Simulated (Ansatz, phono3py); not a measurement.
# GaP (F-43m): solver, mesh and scattering choices in phono3py, part 2 of 5

Aim: with force constants in hand, see how mesh, solver, isotopes and boundaries change the conductivity of GaP.

Measurements to reproduce:
- thermal conductivity 100 W/m/K near room temperature (given in “Combining the AFLOW GIBBS and Elastic Libraries to efficiently and robustly screen thermo-mechanical properties of solids”, 2017, arXiv:1611.05714)

Ansatz 0.2.0 and phono3py 4.10.0; DFT r2SCAN, scalar-relativistic, plane waves, PAW (the session's first sound run).

So far, κ at 300 K (W/m/K): step 3 (relaxation-time solution) 123; step 5 (isotopes none) 142; step 6 (q-mesh of the transport sums 5×5×5) 64.9.

## 7. Another q-mesh, third order supercell 3×3×3, supercell 6×6×6 (run 2)

Level of this step: DFT r2SCAN, scalar-relativistic, plane waves, PAW; phono3py on Ansatz's force constants (phono3py).

The q-mesh of the transport sums changes, with the same scattering terms.

phono3py.yaml

```yaml
phono3py:
  version: "4.10.0"
  frequency_unit_conversion_factor: 15.633302
  symmetry_tolerance: 1.00000e-05

physical_unit:
  atomic_mass: "AMU"
  length: "angstrom"

space_group:
  type: "F-43m"
  number: 216
  Hall_symbol: "F -4 2 3"

primitive_matrix:
- [  1.000000000000000,  0.000000000000000,  0.000000000000000 ]
- [  0.000000000000000,  1.000000000000000,  0.000000000000000 ]
- [  0.000000000000000,  0.000000000000000,  1.000000000000000 ]

supercell_matrix:
- [   3,   0,   0 ]
- [   0,   3,   0 ]
- [   0,   0,   3 ]

# [primitive_cell block left out]
unit_cell:
  lattice:
  - [     0.000000000000000,     2.725687113700000,     2.725687113700000 ] # a
  - [     2.725687113700000,     0.000000000000000,     2.725687113700000 ] # b
  - [     2.725687113700000,     2.725687113700000,     0.000000000000000 ] # c
  points:
  - symbol: Ga # 1
    coordinates: [  0.000000000000000,  0.000000000000000,  0.000000000000000 ]
    mass: 69.723000
    reduced_to: 1
  - symbol: P # 2
    coordinates: [  0.250000000000000,  0.250000000000000,  0.250000000000000 ]
    mass: 30.973762
    reduced_to: 2

# [supercell block left out]
phonon_supercell_matrix:
- [   6,   0,   0 ]
- [   0,   6,   0 ]
- [   0,   0,   6 ]

# [phonon_primitive_cell block left out]
# [phonon_supercell block left out]
nac:
  born_effective_charge:
  - # 1 (Ga)
    - [  2.150071499722376,  0.000000000000000,  0.000000000000000 ]
    - [  0.000000000000000,  2.150071499722376,  0.000000000000000 ]
    - [  0.000000000000000,  0.000000000000000,  2.150071499722376 ]
  - # 2 (P)
    - [ -2.150071499722376,  0.000000000000000,  0.000000000000000 ]
    - [  0.000000000000000, -2.150071499722376,  0.000000000000000 ]
    - [  0.000000000000000,  0.000000000000000, -2.150071499722376 ]
  dielectric_constant:
    - [  9.364284479545452,  0.000000000000000,  0.000000000000000 ]
    - [  0.000000000000000,  9.364284479545452,  0.000000000000000 ]
    - [  0.000000000000000,  0.000000000000000,  9.364284479545450 ]
  unit_conversion_factor: 14.399645
```

Launch:

```sh
phono3py phono3py.yaml --mesh 7 7 7 --br --isotope --ts 100 300 600
```

The program printed:

```text
[banner, memory and clock lines left out]
Rust backend (phonors) using rayon (8 threads).
Running in phono3py.load mode.
Spglib version 2.8.0
----------------------------- General settings -----------------------------
Run mode: conductivity-RTA
HDF5 data compression filter: gzip
Crystal structure was read from "phono3py.yaml".
Supercell (dim): [3 3 3]
Phonon supercell (dim-fc2): [6 6 6]
Primitive matrix:
  [1. 0. 0.]
  [0. 1. 0.]
  [0. 0. 1.]
Spacegroup: F-43m (216)
Use -v option to watch primitive cell, unit cell, and supercell structures.
[...]
10.758   (   3.009    1.360   -0.000)    3.302
  11.758   (   0.058    2.292   -0.000)    2.293
=================== End of collection of collisions ===================
----------- Thermal conductivity (W/m-k) with tetrahedron method -----------
#  T(K)        xx         yy         zz         yz         xz         xy
  100.0     315.600    315.600    315.600     -0.000     -0.000      0.000
  300.0      95.277     95.277     95.277     -0.000     -0.000      0.000
  600.0      50.627     50.627     50.627     -0.000     -0.000      0.000

Thermal conductivity related properties were written into
"kappa-m777.hdf5".
Summary of calculation was written in "phono3py.yaml".
```

The job ended after 2 s (8 threads of Arm Neoverse V1, shared host; peak memory 0.1 GiB; 2.6 s of CPU time).

This mesh is too coarse for the transport sums: κ at 300 K comes out at 95.3 against 123 W/(m K) in the base run.

## 8. Another q-mesh, third order supercell 3×3×3, supercell 6×6×6 (run 3)

The q-mesh of the transport sums changes, with the same scattering terms.

phono3py.yaml is that of step 7.

Launch:

```sh
phono3py phono3py.yaml --mesh 11 11 11 --br --isotope --ts 100 300 600
```

The program printed:

```text
[banner, memory and clock lines left out]
Rust backend (phonors) using rayon (8 threads).
Running in phono3py.load mode.
Spglib version 2.8.0
----------------------------- General settings -----------------------------
Run mode: conductivity-RTA
HDF5 data compression filter: gzip
Crystal structure was read from "phono3py.yaml".
Supercell (dim): [3 3 3]
Phonon supercell (dim-fc2): [6 6 6]
Primitive matrix:
  [1. 0. 0.]
  [0. 1. 0.]
  [0. 0. 1.]
Spacegroup: F-43m (216)
Use -v option to watch primitive cell, unit cell, and supercell structures.
[...]
10.787   (   1.876    0.710   -0.000)    2.006
  11.770   (   0.311    1.794   -0.000)    1.821
=================== End of collection of collisions ===================
----------- Thermal conductivity (W/m-k) with tetrahedron method -----------
#  T(K)        xx         yy         zz         yz         xz         xy
  100.0     434.101    434.101    434.101     -0.000     -0.000      0.000
  300.0     137.872    137.872    137.872     -0.000     -0.000      0.000
  600.0      71.752     71.752     71.752     -0.000     -0.000      0.000

Thermal conductivity related properties were written into
"kappa-m111111.hdf5".
Summary of calculation was written in "phono3py.yaml".
```

Elapsed: 3.1 s, on 8 threads; peak memory 0.1 GiB.

W/m/K. Kappa, by row:

```csv
T (K),xx,yy,zz,yz,xz,xy
100,434.1,434.1,434.1,0,0,0
300,137.9,137.9,137.9,0,0,0
600,71.75,71.75,71.75,0,0,0
```

κ at 300 K goes from 123 in the base run to 138 W/(m K).

## 9. Another q-mesh, third order supercell 3×3×3, supercell 6×6×6 (run 4)

The q-mesh of the transport sums changes, with the same scattering terms.

phono3py.yaml is that of step 8.

Launch:

```sh
phono3py phono3py.yaml --mesh 13 13 13 --br --isotope --ts 100 300 600
```

The program printed:

```text
[banner, memory and clock lines left out]
Rust backend (phonors) using rayon (8 threads).
Running in phono3py.load mode.
Spglib version 2.8.0
----------------------------- General settings -----------------------------
Run mode: conductivity-RTA
HDF5 data compression filter: gzip
Crystal structure was read from "phono3py.yaml".
Supercell (dim): [3 3 3]
Phonon supercell (dim-fc2): [6 6 6]
Primitive matrix:
  [1. 0. 0.]
  [0. 1. 0.]
  [0. 0. 1.]
Spacegroup: F-43m (216)
Use -v option to watch primitive cell, unit cell, and supercell structures.
[...]
10.795   (   0.000    0.151    1.166)    1.176
  11.771   (  -0.000    1.781    0.507)    1.852
=================== End of collection of collisions ===================
----------- Thermal conductivity (W/m-k) with tetrahedron method -----------
#  T(K)        xx         yy         zz         yz         xz         xy
  100.0     446.472    446.472    446.472     -0.000     -0.000      0.000
  300.0     117.237    117.237    117.237     -0.000     -0.000      0.000
  600.0      59.252     59.252     59.252     -0.000     -0.000      0.000

Thermal conductivity related properties were written into
"kappa-m131313.hdf5".
Summary of calculation was written in "phono3py.yaml".
```

The job ended after 4.7 s (8 threads; peak memory 0.1 GiB; 21 s of CPU time).

κ at 300 K goes from 123 in the base run to 117 W/(m K).

## 10. Another q-mesh, third order supercell 3×3×3, supercell 6×6×6 (run 5)

The q-mesh of the transport sums changes, with the same scattering terms.

phono3py.yaml is that of step 9.

Launch:

```sh
phono3py phono3py.yaml --mesh 17 17 17 --br --isotope --ts 100 300 600
```

The program printed:

```text
[banner, memory and clock lines left out]
Rust backend (phonors) using rayon (8 threads).
Running in phono3py.load mode.
Spglib version 2.8.0
----------------------------- General settings -----------------------------
Run mode: conductivity-RTA
HDF5 data compression filter: gzip
Crystal structure was read from "phono3py.yaml".
Supercell (dim): [3 3 3]
Phonon supercell (dim-fc2): [6 6 6]
Primitive matrix:
  [1. 0. 0.]
  [0. 1. 0.]
  [0. 0. 1.]
Spacegroup: F-43m (216)
Use -v option to watch primitive cell, unit cell, and supercell structures.
[...]
10.798   (   0.000    0.144    0.931)    0.942
  11.775   (  -0.000    1.377    0.403)    1.435
=================== End of collection of collisions ===================
----------- Thermal conductivity (W/m-k) with tetrahedron method -----------
#  T(K)        xx         yy         zz         yz         xz         xy
  100.0     508.232    508.232    508.232     -0.000     -0.000      0.000
  300.0     128.948    128.948    128.948     -0.000     -0.000      0.000
  600.0      65.264     65.264     65.264     -0.000     -0.000      0.000

Thermal conductivity related properties were written into
"kappa-m171717.hdf5".
Summary of calculation was written in "phono3py.yaml".
```

Elapsed: 14 s, on 8 threads; peak memory 0.1 GiB.

κ at 300 K goes from 123 in the base run to 129 W/(m K).

## 11. Another q-mesh, third order supercell 3×3×3, supercell 6×6×6 (run 6)

The q-mesh of the transport sums changes, with the same scattering terms.

phono3py.yaml is that of step 10.

Launch:

```sh
phono3py phono3py.yaml --mesh 23 23 23 --br --isotope --ts 100 300 600
```

The program printed:

```text
[banner, memory and clock lines left out]
Rust backend (phonors) using rayon (8 threads).
Running in phono3py.load mode.
Spglib version 2.8.0
----------------------------- General settings -----------------------------
Run mode: conductivity-RTA
HDF5 data compression filter: gzip
Crystal structure was read from "phono3py.yaml".
Supercell (dim): [3 3 3]
Phonon supercell (dim-fc2): [6 6 6]
Primitive matrix:
  [1. 0. 0.]
  [0. 1. 0.]
  [0. 0. 1.]
Spacegroup: F-43m (216)
Use -v option to watch primitive cell, unit cell, and supercell structures.
[...]
10.800   (   0.843    0.257   -0.000)    0.881
  11.778   (   0.244    0.962   -0.000)    0.993
=================== End of collection of collisions ===================
----------- Thermal conductivity (W/m-k) with tetrahedron method -----------
#  T(K)        xx         yy         zz         yz         xz         xy
  100.0     460.334    460.334    460.334     -0.000     -0.000      0.000
  300.0     117.632    117.632    117.632     -0.000     -0.000      0.000
  600.0      59.347     59.347     59.347     -0.000     -0.000      0.000

Thermal conductivity related properties were written into
"kappa-m232323.hdf5".
Summary of calculation was written in "phono3py.yaml".
```

Wall time 71 s (8 threads); peak memory 0.11 GiB; 8.6 min of CPU time.

κ at 300 K goes from 123 in the base run to 118 W/(m K).

## 12. Another q-mesh, third order supercell 3×3×3, supercell 6×6×6 (run 7)

The q-mesh of the transport sums changes, with the same scattering terms.

phono3py.yaml is that of step 11.

Launch:

```sh
phono3py phono3py.yaml --mesh 29 29 29 --br --isotope --ts 100 300 600
```

The program printed:

```text
[banner, memory and clock lines left out]
Rust backend (phonors) using rayon (8 threads).
Running in phono3py.load mode.
Spglib version 2.8.0
----------------------------- General settings -----------------------------
Run mode: conductivity-RTA
HDF5 data compression filter: gzip
Crystal structure was read from "phono3py.yaml".
Supercell (dim): [3 3 3]
Phonon supercell (dim-fc2): [6 6 6]
Primitive matrix:
  [1. 0. 0.]
  [0. 1. 0.]
  [0. 0. 1.]
Spacegroup: F-43m (216)
Use -v option to watch primitive cell, unit cell, and supercell structures.
[...]
10.802   (   0.000    0.109    0.576)    0.586
  11.779   (  -0.000    0.812    0.241)    0.847
=================== End of collection of collisions ===================
----------- Thermal conductivity (W/m-k) with tetrahedron method -----------
#  T(K)        xx         yy         zz         yz         xz         xy
  100.0     494.404    494.404    494.404     -0.000     -0.000      0.000
  300.0     125.354    125.354    125.354     -0.000     -0.000      0.000
  600.0      63.075     63.075     63.075     -0.000     -0.000      0.000

Thermal conductivity related properties were written into
"kappa-m292929.hdf5".
Summary of calculation was written in "phono3py.yaml".
```

Wall time 4.5 min (8 threads); peak memory 0.14 GiB; 34 min of CPU time.

W/m/K. Kappa, by row:

```csv
T (K),xx,yy,zz,yz,xz,xy
100,494.4,494.4,494.4,0,0,0
300,125.4,125.4,125.4,0,0,0
600,63.07,63.07,63.07,0,0,0
```

κ at 300 K goes from 123 in the base run to 125 W/(m K).

## 13. Mesh convergence

This step: DFT r2SCAN, scalar-relativistic, plane waves, PAW (phono3py 4.10.0).

Series, by row:

```csv
mesh points along each axis,kappa at 100 K (W/m/K),kappa at 300 K (W/m/K),kappa at 600 K (W/m/K),seconds
5,190.1,64.89,33.49,1.95
7,315.6,95.28,50.63,2.05
11,434.1,137.9,71.75,3.07
13,446.5,117.2,59.25,4.65
17,508.2,128.9,65.26,14.04
23,460.3,117.6,59.35,71.4
29,494.4,125.4,63.07,269.7
```

## 14. Boundary scattering, third order supercell 3×3×3, supercell 6×6×6

A boundary term v/L is added to each rate, a simple model of grains or a thin sample.

This step: DFT r2SCAN, scalar-relativistic, plane waves, PAW; phono3py on Ansatz's force constants (phono3py 4.10.0).

phono3py.yaml is that of step 12.

Launch:

```sh
phono3py phono3py.yaml --mesh 19 19 19 --br --isotope --boundary-mfp 10 --ts 100 150 200 300 400 500 600 800
```

The program printed:

```text
[banner, memory and clock lines left out]
Rust backend (phonors) using rayon (8 threads).
Running in phono3py.load mode.
Spglib version 2.8.0
----------------------------- General settings -----------------------------
Run mode: conductivity-RTA
HDF5 data compression filter: gzip
Crystal structure was read from "phono3py.yaml".
Supercell (dim): [3 3 3]
Phonon supercell (dim-fc2): [6 6 6]
Primitive matrix:
  [1. 0. 0.]
  [0. 1. 0.]
  [0. 0. 1.]
Spacegroup: F-43m (216)
Use -v option to watch primitive cell, unit cell, and supercell structures.
NAC parameters were read from "phono3py.yaml".
fc3 was read from "fc3.hdf5".
fc2 was read from "fc2.hdf5".
----------------------------- Force constants ------------------------------
Max drift of fc3: 0.00030000 (xyz) 0.00030000 (xyz) 0.00030000 (xzy)
Max drift of fc2: -0.00280000 (xx) -0.00280000 (xx)
--------------------------- Calculation settings ---------------------------
Non-analytical term correction (NAC): True
NAC unit conversion factor:  14.39964
BZ integration: Tetrahedron-method
Temperature:  100.0  150.0  200.0  300.0  400.0 ... 800.0
Cutoff frequency: 0.01
Mesh sampling: [ 19 19 19 ]
Generating grid system ... [ 19 19 19 ]
fc3-r2q-transformation over three atoms: True
--------------------------- Phonon calculations ----------------------------
  PRB 50, 13035(R) (1994), PRB 55, 10355 (1997)
  G-cutoff distance: 1.21, Number of G-points: 307, Lambda: 0.39
Running harmonic phonon calculations...
-------------------- Lattice thermal conductivity (RTA) --------------------
Running heat capacity calculations...
Running velocity calculations...
Running isotope scattering calculations with tetrahedron method...
======================= Grid point 0 (1/220) =======================
q-point: ( 0.00  0.00  0.00)
Boundary mean free path (micrometer): 10.00000
Mass variance parameters: 1.97e-04 0.00e+00
Number of triplets: 220
Frequency     group velocity (x, y, z)     |gv|
  -0.103   (   0.000    0.000    0.000)    0.000
  -0.103   (   0.000    0.000    0.000)    0.000
  -0.103   (   0.000    0.000    0.000)    0.000
  10.791   (  -0.000   -0.000    0.000)    0.000
  10.791   (  -0.000    0.000   -0.000)    0.000
  10.791   (   0.000    0.000   -0.000)    0.000
======================= Grid point 1 (2/220) =======================
q-point: ( 0.05  0.00  0.00)
Boundary mean free path (micrometer): 10.00000
Mass variance parameters: 1.97e-04 0.00e+00
Number of triplets: 670
Frequency     group velocity (x, y, z)     |gv|
   0.550   ( -19.288   19.288   19.288)   33.408
   0.550   ( -19.288   19.288   19.288)   33.408
   1.133   ( -38.923   38.923   38.923)   67.417
  10.785   (   0.440   -0.440   -0.440)    0.762
  10.785   (   0.440   -0.440   -0.440)    0.762
  11.892   (   0.486   -0.486   -0.486)    0.841
[217 grid points left out]
======================= Grid point 1647 (220/220) =======================
q-point: (-0.26  0.47  0.21)
Boundary mean free path (micrometer): 10.00000
Mass variance parameters: 1.97e-04 0.00e+00
Number of triplets: 1810
Frequency     group velocity (x, y, z)     |gv|
   3.831   (   4.313    2.148   -0.000)    4.818
   4.465   (  -0.378    3.358   -0.000)    3.380
   6.504   (   1.329   -4.183    0.000)    4.389
   9.860   (  -1.934   -1.542    0.000)    2.473
  10.799   (   1.035    0.331   -0.000)    1.086
  11.777   (   0.277    1.145   -0.000)    1.178
=================== End of collection of collisions ===================
----------- Thermal conductivity (W/m-k) with tetrahedron method -----------
#  T(K)        xx         yy         zz         yz         xz         xy
  100.0     291.180    291.180    291.180     -0.000     -0.000      0.000
  150.0     205.182    205.182    205.182     -0.000     -0.000      0.000
  200.0     157.547    157.547    157.547     -0.000     -0.000      0.000
  300.0     109.184    109.184    109.184     -0.000     -0.000      0.000
  400.0      84.380     84.380     84.380     -0.000     -0.000      0.000
  500.0      69.046     69.046     69.046     -0.000     -0.000      0.000
  600.0      58.540     58.540     58.540     -0.000     -0.000      0.000
  800.0      44.989     44.989     44.989     -0.000     -0.000      0.000

Thermal conductivity related properties were written into
"kappa-m191919.hdf5".
Summary of calculation was written in "phono3py.yaml".
```

It took 26 s on 8 threads; peak memory 0.1 GiB; 2.9 min of CPU time.

This step gave:

```
κ at 300 K            : 109.2 W/m/K
κ xx, yy, zz at 300 K : 109.2, 109.2, 109.2 W/m/K
```

W/m/K. Kappa, by row:

```csv
T (K),xx,yy,zz,yz,xz,xy
100,291.2,291.2,291.2,0,0,0
150,205.2,205.2,205.2,0,0,0
200,157.5,157.5,157.5,0,0,0
300,109.2,109.2,109.2,0,0,0
400,84.38,84.38,84.38,0,0,0
500,69.05,69.05,69.05,0,0,0
600,58.54,58.54,58.54,0,0,0
800,44.99,44.99,44.99,0,0,0
```

κ at 300 K goes from 123 in the base run to 109 W/(m K).

## 15. Boundary scattering, third order supercell 3×3×3, supercell 6×6×6 (run 2)

A boundary term v/L is added to each rate, a simple model of grains or a thin sample.

phono3py.yaml is that of step 14.

Launch:

```sh
phono3py phono3py.yaml --mesh 19 19 19 --br --isotope --boundary-mfp 100 --ts 100 150 200 300 400 500 600 800
```

The program printed:

```text
[banner, memory and clock lines left out]
Rust backend (phonors) using rayon (8 threads).
Running in phono3py.load mode.
Spglib version 2.8.0
----------------------------- General settings -----------------------------
Run mode: conductivity-RTA
HDF5 data compression filter: gzip
Crystal structure was read from "phono3py.yaml".
Supercell (dim): [3 3 3]
Phonon supercell (dim-fc2): [6 6 6]
Primitive matrix:
  [1. 0. 0.]
  [0. 1. 0.]
  [0. 0. 1.]
Spacegroup: F-43m (216)
Use -v option to watch primitive cell, unit cell, and supercell structures.
[...]
----------- Thermal conductivity (W/m-k) with tetrahedron method -----------
#  T(K)        xx         yy         zz         yz         xz         xy
  100.0     430.261    430.261    430.261     -0.000     -0.000      0.000
  150.0     256.970    256.970    256.970     -0.000     -0.000      0.000
  200.0     184.675    184.675    184.675     -0.000     -0.000      0.000
[...]
600.0      61.797     61.797     61.797     -0.000     -0.000      0.000
  800.0      46.898     46.898     46.898     -0.000     -0.000      0.000

Thermal conductivity related properties were written into
"kappa-m191919.hdf5".
Summary of calculation was written in "phono3py.yaml".
```

Wall time 25 s (8 threads); peak memory 0.1 GiB; 2.8 min of CPU time.

Numbers from this step:

- κ at 300 K: 121.1 W/m/K
- κ xx, yy, zz at 300 K: 121.1, 121.1, 121.1 W/m/K

W/m/K. Kappa, by row:

```csv
T (K),xx,yy,zz,yz,xz,xy
100,430.3,430.3,430.3,0,0,0
150,257,257,257,0,0,0
200,184.7,184.7,184.7,0,0,0
300,121.1,121.1,121.1,0,0,0
400,91.29,91.29,91.29,0,0,0
500,73.61,73.61,73.61,0,0,0
600,61.8,61.8,61.8,0,0,0
800,46.9,46.9,46.9,0,0,0
```

κ at 300 K goes from 123 in the base run to 121 W/(m K).

(Continued in part 3 of 5.)

[Logs are printed without paths, hosts, clocks, repeated set-up lines and the standing remarks that a program may print on its own settings, such as how far it seeks lower states.]

[Hosts, paths, dates, database ids (printed as entryN), source tags and the programs' standing remarks are cut or masked in the printed files.]

[A step with changed settings may run another functional than the one named; its input shows which.]
